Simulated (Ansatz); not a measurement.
# MoS2 monolayer (2H): from the cell to its phonons

Wanted: vibrations and spectra of MoS2 monolayer (2H); the cell is already relaxed. After the zone centre comes a 6×6×1 q mesh on a 12×12×1 k mesh.

Main program and level: Ansatz 0.2.0; DFT PBEsol, scalar-relativistic, plane waves, PAW.

## 1. Set-up

The cell holds 3 atoms: 1 Mo and 2 S. Its edges and angles: a = 3.140 Å, b = 3.140 Å, c = 30.000 Å, α = 90.0°, β = 90.0°, γ = 120.0°. Vacuum lies along c.

Structure file:

```cif
data_structure
_symmetry_space_group_name_H-M 'P 1'
_symmetry_Int_Tables_number 1
_cell_length_a 3.1405
_cell_length_b 3.1405
_cell_length_c 30.0000
_cell_angle_alpha 90.000
_cell_angle_beta 90.000
_cell_angle_gamma 120.000
_cell_volume 256.24
loop_
_atom_site_label
_atom_site_type_symbol
_atom_site_fract_x
_atom_site_fract_y
_atom_site_fract_z
_atom_site_occupancy
Mo1 Mo 0.33333 0.66667 0.33333 1
S2 S 0.66667 0.33333 0.38528 1
S3 S 0.66667 0.33333 0.28139 1
```

## 2. Linear response at the zone centre

The cell comes from relaxations at this level that are not shown. The zone centre comes first: it holds the modes that light can see, as far as symmetry allows. The response to a homogeneous field gives the Born charges and the dielectric tensor, and its change with displacement the Raman tensors.

Contents of input.yaml:

```yaml
crystal:
  lattice:
    - [3.1404963714, 0.0, 0.0]
    - [-1.5702481857, 2.7197496381, 0.0]
    - [0.0, 0.0, 30.0]
  atoms:
    - { symbol: Mo, position: [0.3333333333, 0.6666666667, 0.3333333333] }
    - { symbol: S, position: [0.6666666667, 0.3333333333, 0.3852798264] }
    - { symbol: S, position: [0.6666666667, 0.3333333333, 0.2813868402] }
  periodic: [true, true, false]
kpoints:
  mp_grid: { grid: [12, 12, 1] }
hamiltonian:
  xc: pbesol
scf:
  occupations: { method: fixed }
output:
  eigenvalues: true
phonons:
  method: dfpt
  dielectric: true
  raman: true
```

Command:

```console
ansatz run input.yaml --threads 8 --pin off --max-ram 14336MiB --backend cpu --events-out ev --progress --plain --runs-dir out
```

Numbers of over 12 decimals in the logs are rounded to 6 here.

The log of the run:

```text
Warning: phonons.dielectric: true without phonons.rigid_motions: the static dielectric tensor ε⁰ will be withheld (ε∞, Z* and the rows of modes are given); for a crystal or a slab, whose only rigid motions are the translations, set phonons.rigid_motions: translations
Engine: ansatz 0.2.0, aarch64-unknown-linux-gnu
Pseudopotentials: kind: paw
Pseudopotential: Mo, paw, valence charge 14, recommended cutoff 420 eV (normal), Mo.paw.azcp
Pseudopotential: S, paw, valence charge 6, recommended cutoff 420 eV (normal), S.paw.azcp
Functional definition: PBEsol
  exchange = pbesol_x
  correlation = pbesol_c
Crystal: 3 atoms, lattice volume = 256.241 Å³
Basis set: ecut = 420 eV, 4961 PW (Γ), exchange–correlation on 48×48×432 points (8 copies of the dense FFT grid, shifted against one another)
Bands: 17, of which v1, the nominal top of the filled ones, is band 13 counted from 1 (12 counted from 0)
Symmetry: 12 space group operations
k-points: 43 of 144 (irreducible under 2 space group operations, time reversal used)
Non-local potential: Mo, projectors of the file, l = 0: 3, l = 1: 2, l = 2: 2, l = 3: 1
Non-local potential: S, projectors of the file, l = 0: 2, l = 1: 2, l = 2: 2
PAW form: soft (Blöchl's): semilocal exchange-correlation on the pseudo side does not see the compensation charge
PAW frozen core: Mo, regenerated for the run's functional, and the local potential with it (the file was generated under x = pbe(κ = 0.804, μ = 0.219515), c = pbe(β = 0.066725))
PAW frozen core: S, regenerated for the run's functional, and the local potential with it (the file was generated under x = pbe(κ = 0.804, μ = 0.219515), c = pbe(β = 0.066725))
PAW one-centre angular grid: Mo, 590 points (default); XC on 64 Gauss nodes
PAW one-centre angular grid: S, 110 points (default); XC on 64 Gauss nodes
Initial density: superposition of atomic densities (neutral atoms: chi_scale 0, normalization atom), corrected by the library's trained network
Initial wavefunctions: pseudopotential atomic-orbital guess
Functional: x = pbesol(κ = 0.804, μ = 0.123457), c = pbesol(β = 0.046)
SCF iter   1: F=—  HF=-6670.138514 eV  |F-HF|=—  |Δ(HF+E_count)|=         —  Δρ=3.34e-3  dr2=3.74e-2  ethr=1.77e-3  ⟨swp⟩=8.0  Hψ=5112  notcnv=0  defer=79
preconditioner: auto → none  [insulator: Δε(μ)=1.804 eV  Ē_g=8.187 eV  n_scr=16 (ndim 8)  ℏωp=9.8 eV  f_vac=0.766  ε∞_Penn≈2.4]
SCF iter   2: F=—  HF=-6670.160345 eV  |F-HF|=—  |Δ(HF+E_count)|=   2.18e-2  Δρ=4.39e-3  dr2=1.49e-1  ethr=1.44e-4  ⟨swp⟩=4.7  Hψ=2185  notcnv=0  defer=86
SCF iter   3: F=—  HF=-6670.140945 eV  |F-HF|=—  |Δ(HF+E_count)|=   1.94e-2  Δρ=1.34e-3  dr2=5.64e-3  ethr=1.44e-4  ⟨swp⟩=3.8  Hψ=1380  notcnv=0  defer=86
SCF iter   4: F=—  HF=-6670.142018 eV  |F-HF|=—  |Δ(HF+E_count)|=   1.07e-3  Δρ=3.37e-4  dr2=8.85e-5  ethr=2.17e-5  ⟨swp⟩=3.5  Hψ=1566  notcnv=0  defer=86
SCF iter   5: F=—  HF=-6670.142173 eV  |F-HF|=—  |Δ(HF+E_count)|=   1.55e-4  Δρ=6.17e-5  dr2=1.07e-5  ethr=3.40e-7  ⟨swp⟩=3.7  Hψ=1913  notcnv=0  defer=86
SCF iter   6: F=—  HF=-6670.142178 eV  |F-HF|=—  |Δ(HF+E_count)|=   4.74e-6  Δρ=1.14e-5  dr2=1.91e-7  ethr=4.11e-8  ⟨swp⟩=2.8  Hψ=1295  notcnv=0  defer=86
SCF iter   7: F=—  HF=-6670.142174 eV  |F-HF|=—  |Δ(HF+E_count)|=   4.00e-6  Δρ=2.71e-6  dr2=6.55e-9  ethr=7.36e-10  ⟨swp⟩=3.7  Hψ=1905  notcnv=0  defer=86
SCF iter   8: F=—  HF=-6670.142174 eV  |F-HF|=—  |Δ(HF+E_count)|=   3.93e-8  Δρ=5.29e-7  dr2=6.64e-10  ethr=2.52e-11  ⟨swp⟩=3.6  Hψ=1758  notcnv=0  defer=85
SCF iter   9: F=-6670.142174 eV  HF=-6670.142174 eV  |F-HF|=4.95e-10  |Δ(HF+E_count)|=   5.02e-9  Δρ=1.12e-7  dr2=3.62e-11  ethr=1.00e-12  ⟨swp⟩=19.8  Hψ=8600  notcnv=0
SCF 1 converged in 9 iterations: F = -6670.142174 eV  dr2 = 3.62e-11
  greatest PAW one-centre occupation: 0.999 electrons in one spin orbital (limit 2), on the Mo atom at site 0 (counted from 0), in its partial waves of l = 0
DFPT response loops at Γ: preconditioner auto → none (the input reference at scf.mixing.eps_inf says where Resta's filter doesn't serve); β = 0.50; Broyden in place of MSR1
── the response to a field inside a basis, on 18×18×2 k-points: an SCF that follows is theirs, and a resumed run solves both again ──
Bands: 14, of which v1, the nominal top of the filled ones, is band 13 counted from 1 (12 counted from 0)
k-points: 90
Initial density: handed on by an earlier stage of this run
Initial wavefunctions: pseudopotential atomic-orbital guess (no wavefunctions were taken with the density)
Eigensolver: Dense (90 Hₖ)
SCF iter   1: F=—  HF=-6670.135442 eV  |F-HF|=—  |Δ(HF+E_count)|=         —  Δρ=8.64e-5  dr2=3.65e-6  ethr=1.00e-1
preconditioner: auto → none  [insulator: Δε(μ)=1.838 eV  Ē_g=7.318 eV  n_scr=16 (ndim 8)  ℏωp=9.8 eV  f_vac=0.767  ε∞_Penn≈2.8]
SCF iter   2: F=—  HF=-6670.135444 eV  |F-HF|=—  |Δ(HF+E_count)|=   1.60e-6  Δρ=4.24e-5  dr2=1.00e-6  ethr=1.40e-8
SCF iter   3: F=—  HF=-6670.135446 eV  |F-HF|=—  |Δ(HF+E_count)|=   1.80e-6  Δρ=3.25e-5  dr2=8.80e-6  ethr=3.86e-9  recentre
SCF iter   4: F=—  HF=-6670.135444 eV  |F-HF|=—  |Δ(HF+E_count)|=   1.22e-6  Δρ=2.42e-6  dr2=6.57e-9  ethr=3.86e-9
SCF iter   5: F=—  HF=-6670.135444 eV  |F-HF|=—  |Δ(HF+E_count)|=  9.98e-10  Δρ=3.51e-7  dr2=3.00e-10  ethr=2.53e-11
SCF iter   6: F=-6670.135444 eV  HF=-6670.135444 eV  |F-HF|=2.64e-11  |Δ(HF+E_count)|=  8.28e-11  Δρ=7.55e-8  dr2=1.39e-11  ethr=1.16e-12
SCF 1 converged in 6 iterations: F = -6670.135444 eV  dr2 = 1.39e-11
DFPT response loops at Γ: mixed as the last ones told, above
DFPT response loops at Γ: mixed as the last ones told, above
SCF converged after 9 iterations
Free energy (F): -6670.142174 eV
Harris-Foulkes:  -6670.142174 eV  (|F-HF|=4.95e-10)
Internal energy: -6670.142174 eV  (E = F + TS)
E sigma→0 (E₀):  -6670.142174 eV
Fermi energy:    -5.968588 eV
--- Per-component energies (eV) ---
  E_band       = -576.735697
  E_kinetic    = 656.640059
  E_local      = -45293.655818  (includes V_loc(G=0)·N_el)
  E_nonlocal   = 201.396907
  E_hartree    = 22209.078520
  E_xc         = -375.678529
  E_vxc        = -404.535748  (∫ρ·V_xc dr)
  E_paw        = -4311.919333  (= ΣΔE_a)
  E_vpaw       = -154.738827  (= ΣTr[D̂ρ^β])
  E_aug_tail   = 0.000032  (compensation charges beyond the density's cutoff)
  E_ewald      = 20243.662789
  E_core_change = 0.333198  (= ΣΔE_core)
  E_smearing   = -0.000000  (= −TS)
  E_closure    = -0.000000  (closes the sum)
  Σ components = -6670.142174   (vs F -6670.142174, Δ=0.00e0)
--- Band table (eV; the first three rows and the last of 43) ---
  k-point 0: bands = [... 9 lower, -7.8161, -7.4269, -7.4269, -6.0406, -3.0715, -3.0715, -2.7949, -2.7949]
  k-point 1: bands = [... 9 lower, -8.2929, -7.5998, -7.1150, -6.0835, -3.2189, -3.1069, -2.9204, -2.8818]
  k-point 2: bands = [... 9 lower, -8.1509, -8.0052, -7.0303, -6.3011, -3.6042, -3.2856, -3.2093, -2.4506]
  k-point 42: bands = [... 9 lower, -9.2861, -8.9547, -7.5992, -6.4850, -3.6960, -2.9767, -2.8226, -1.1739]
--- Phonons (Γ-DFPT): 4 representative perturbations + reference, on 43 of 144 k-points (Σ response iterations 21) ---
  k mesh reduced under 2 symmetry operations, with k and −k counted as one. Each operation leaves every solved perturbation unchanged. A smaller set is not considered because the run solves the response to a homogeneous field
  ASR residual: 4.054e-5 → 0.000e0 eV/Å²; symmetrization residual: 1.151e-5 eV/Å²
  ASR residual per site (eV/Å²): 4.05e-5 1.87e-5 1.87e-5
  Γ frequencies (cm⁻¹): 0.00 0.00 0.00 285.69 285.69 386.45 386.45 406.71 472.22
  ε∞ (high-frequency dielectric tensor):
        3.833302     0.000000     0.000000
        0.000000     3.833302     0.000000
        0.000000     0.000000     1.170101
  α∞ (the layer's polarisability for a field applied outside it; Å, Gaussian; ε∞ is over the cell's 30.000 Å):
        6.764010     0.000000     0.000000
        0.000000     6.764010     0.000000
        0.000000     0.000000     0.406086
  ε⁰ (static dielectric tensor): not given — the deck does not say what the cell's rigid motions are, and on a molecule in a box or a wire the rigid rotations would enter the sum over the modes at Γ. For a crystal or a slab, whose only rigid motions are the translations, set phonons.rigid_motions: translations.
  Born effective charges Z* (e; rows j = field, columns β = displacement):
    site 0:
        -1.13160   -0.00000    0.00000
         0.00000   -1.13160    0.00000
         0.00000    0.00000   -0.08071
    site 1:
         0.56580    0.00000   -0.00000
        -0.00000    0.56580   -0.00000
         0.00000   -0.00000    0.04036
    site 2:
         0.56580    0.00000    0.00000
        -0.00000    0.56580    0.00000
        -0.00000    0.00000    0.04036
  Z* charge neutrality: 9.929e-4 e pre-enforcement
  solved inside a basis spanned on kpoints, on 18×18×2 k-points transformed towards the longest dipole: ε∞ is read to err by 1.2e-2, Z* by 1.5e-2 e (field_mesh: kpoints solves on kpoints); Z* is corrected for what the basis lacks
  Raman tensors (in the event stream and the table raman_tensors.tsv): an entry may err by 2.8e-2 Å², one of the second-order susceptibility by 7.7e-3 pm/V (basis, points and sum rule); their sum over the sites missed zero by 2.165e-4 Å² ahead of its enforcement
  optical modes at Γ without the LO–TO term, one row a degenerate level:
      ω (cm⁻¹)  modes    IR ((D/Å)²/amu)  static Raman (Å⁴/amu)  depolarisation
        285.69      2             0.0000                 0.0004           0.750
        386.45      2             1.5373               318.9006           0.750
        406.71      1             0.0000                88.5900           0.099
        472.22      1             0.0039                 0.0000               —
```

Run time: 3.1 min. Hardware: 8 threads of Arm Neoverse V1, shared host; peak memory 3 GiB.

In the SCF lines HF is the Harris–Foulkes energy and dr2 the Hartree energy of the density residual, in eV; the loop may stop once dr2 is under the threshold and the program's other checks hold. Hψ counts applications of the Hamiltonian.

Numbers from this step:

| Property | Result |
| --- | --- |
| gap on the k-mesh | 1.806 eV |
| sum-rule residual before enforcement | 4.05e-5 eV/Å² |
| miss of the charge sum rule | 9.93e-4 e |
| estimated error of the dielectric tensor | 0.01191 |
| estimated error of the Born charges | 0.01500 e |
| point group | -6m2 |
| area per atom | 2.847 Å² |
| highest optical mode at the zone centre (no LO-TO term) | 472.2 cm⁻¹ |
| lowest optical zone-centre mode | 285.7 cm⁻¹ |
| largest Born charge (third of the trace) | -0.7813 e |

Without the LO-TO term. Patterns of degenerate modes are one choice out of their space. Modes at Γ, with each element's share of the kinetic energy:

| mode | frequency (cm⁻¹) | symmetry | Mo % | S % |
| --- | --- | --- | --- | --- |
| 1 | 0.0 | acoustic | 60 | 40 |
| 2 | 0.0 | acoustic | 60 | 40 |
| 3 | 0.0 | acoustic | 60 | 40 |
| 4 | 285.7 | E'' | 0 | 100 |
| 5 | 285.7 | E'' | 0 | 100 |
| 6 | 386.4 | E' | 40 | 60 |
| 7 | 386.4 | E' | 40 | 60 |
| 8 | 406.7 | A1' | 0 | 100 |
| 9 | 472.2 | A2'' | 40 | 60 |

Displacements in mode 4 (285.7 cm⁻¹), the largest set to 1:
```
Mo1  0.00  0.00  0.00
S2   0.33  1.00  0.00
S3  -0.33 -1.00  0.00
```

Displacements in mode 9 (472.2 cm⁻¹), the largest set to 1:
```
Mo1  0.00  0.00  0.67
S2   0.00  0.00 -1.00
S3   0.00  0.00 -1.00
```

High-frequency dielectric tensor, averaged over the cell of height 30.0 Å or as lengthened by the program, vacuum included. Tensor:

|  | x | y | z |
| --- | --- | --- | --- |
| x | 3.833 | 0 | 0 |
| y | 0 | 3.833 | 0 |
| z | 0 | 0 | 1.17 |

Born charge (rows field, columns displacement) (e), principal values of the symmetric part by kind of site:

| atom | atoms with these values | low | middle | high | mean |
| --- | --- | --- | --- | --- | --- |
| Mo1 | 1 | -1.13 | -1.13 | -0.08 | -0.78 |
| S2 | 2 | 0.04 | 0.57 | 0.57 | 0.39 |

In full for Mo1:

```
-1.13  0.00  0.00
 0.00 -1.13  0.00
 0.00  0.00 -0.08
```

Transverse modes. Lines of the infrared spectrum (strongest = 100):

| position (cm⁻¹) | label | relative intensity |
| --- | --- | --- |
| 286 | E'' | 0.0 |
| 386 | E' | 100 |
| 407 | A1' | 0.0 |
| 472 | A2'' | 0.3 |

Activity x (w_L - w)^4 (n + 1)/w, 532 nm, 300 K; the tensors are static ones, while 532 nm light lies above the computed direct gap, where resonance would change the heights. Lines of the Raman spectrum (strongest = 100):

| position (cm⁻¹) | label | relative intensity |
| --- | --- | --- |
| 286 | E'' | 0.0 |
| 386 | E' | 100 |
| 407 | A1' | 26 |
| 472 | A2'' | 0.0 |

Before it was imposed, the acoustic sum rule was missed by 4.1e-5 eV/Å² and the charge sum rule by 9.9e-4 e. Small misses are needed for a sound result but don't prove that mesh and cutoff are converged. The lowest optical mode is real, 286 cm⁻¹.

[end of part 1 of 2]

[Logs are printed without paths, hosts, clocks, repeated set-up lines and the standing remarks that a program may print on its own settings, such as how far it seeks lower states.]

[Hosts, paths, dates, database ids (printed as entryN), source tags and the programs' standing remarks are cut or masked in the printed files.]
